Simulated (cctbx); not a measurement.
# Accept or mend?

Cell a = 5.7220 Å, b = 10.6090 Å, c = 7.9320 Å, α = 90.00°, β = 110.54°, γ = 90.00°; space group P2_1/c (no. 14). The compound is FePbF5.

Simulated single-crystal data (cctbx): synchrotron X-rays, λ = 0.6889 Å, to d = 0.84 Å, 80 % of the full sphere, strongest reflection 5000 counts, noise from counting, a 3 % proportional error and a noise floor of 4 counts (s.d.); no absorption.

An anisotropic refinement with weights 1/σ² prints:

```text
Rint 0.038, 797 unique reflections to 0.84 A
cycle     R1     wR2    GooF  max shift (A)
   1  0.0649  0.1555   3.711   0.01716
   2  0.0593  0.1436   3.429   0.00007
final R1 0.0593 wR2 0.1436 GooF 3.429  parameters 54  data/parameter 14.8
atom        x        y        z      Ueq    occ   su(xyz)  su(Uiso or U11)
Pb1    0.52692  0.47967  0.74353   0.0046  1.000  0.00016  0.0005
Fe1    0.10292  0.74483  0.89002   0.0113  1.000  0.00071  0.0019
F1     0.16474  0.79711  0.67044   0.0138  1.000  0.00276  0.0078
F2     0.17088  0.36159  0.63049   0.0273  1.000  0.00354  0.0107
F3     0.34780  0.88430  0.99508   0.0110  1.000  0.00262  0.0071
F4     0.38237  0.61954  0.94451   0.0153  1.000  0.00276  0.0070
difference map: max 19.04 min -1.40 rms 0.86
Q1    0.1102  0.1095  0.6869    4   19.75  1.84 A from Fe1
Q2    0.4562  0.5288  0.2620    4    2.49  0.15 A from Pb1
Q3    0.2070  0.1392  0.5795    4    1.18  2.18 A from Fe1
Q4    0.4422  0.6099  0.9294    4    1.12  0.41 A from F4
Q5    0.1843  0.1403  0.1851    4    1.10  0.41 A from F2
Q6    0.0518  0.2060  0.1273    4    1.08  0.98 A from F2
```

Q: Accept it or mend it, and why?

Mend it. The fault: an atom left out, F at (0.1113, 0.1096, 0.6868). Against the right model at the same level, R1 goes from 0.0171 to 0.0593 and GooF from 0.95 to 3.43 and the top difference peak, 19.8 e/Å³, lies 1.84 Å from Fe1. Q1 is the missing atom. With scattering power missing, scale and phases suffer, so peaks may also grow on the heavy atoms.

The compound is FePbF5. The right model at the same level gives:

```text
Rint 0.038, 797 unique reflections to 0.84 A
cycle     R1     wR2    GooF  max shift (A)
   1  0.0290  0.0678   1.628   0.00976
   2  0.0171  0.0394   0.947   0.00004
final R1 0.0171 wR2 0.0394 GooF 0.947  parameters 63  data/parameter 12.7
atom        x        y        z      Ueq    occ   su(xyz)  su(Uiso or U11)
Pb1    0.52702  0.47961  0.74353   0.0053  1.000  0.00004  0.0001
Fe1    0.10260  0.74456  0.88982   0.0120  1.000  0.00020  0.0005
F1     0.16431  0.79754  0.66943   0.0159  1.000  0.00079  0.0023
F2     0.16996  0.36112  0.63342   0.0261  1.000  0.00091  0.0026
F3     0.11132  0.10965  0.68704   0.0145  1.000  0.00077  0.0021
F4     0.34918  0.88429  0.99406   0.0124  1.000  0.00075  0.0021
F5     0.38421  0.61964  0.94376   0.0173  1.000  0.00080  0.0021
difference map: max 0.92 min -1.07 rms 0.28
Q1    0.2958  0.1936  0.6133    4    1.02  1.64 A from F3
Q2    0.4696  0.1545  0.9658    4    0.98  1.06 A from F4
Q3    0.4530  0.7304  0.0398    4    0.85  1.38 A from F5
Q4    0.4866  0.6383  0.3850    4    0.84  1.38 A from F4
Q5    0.4244  0.0719  0.3310    4    0.83  1.19 A from Pb1
Q6    0.4548  0.5388  0.4503    4    0.83  1.14 A from F4
```

This is a model crystal, built by substitution and not relaxed, with assumed displacement parameters.

[Middle refinement cycles are left out of these outputs.]

[Logs are printed without paths, hosts, clocks, repeated set-up lines and the standing remarks that a program may print on its own settings, such as how far it seeks lower states.]
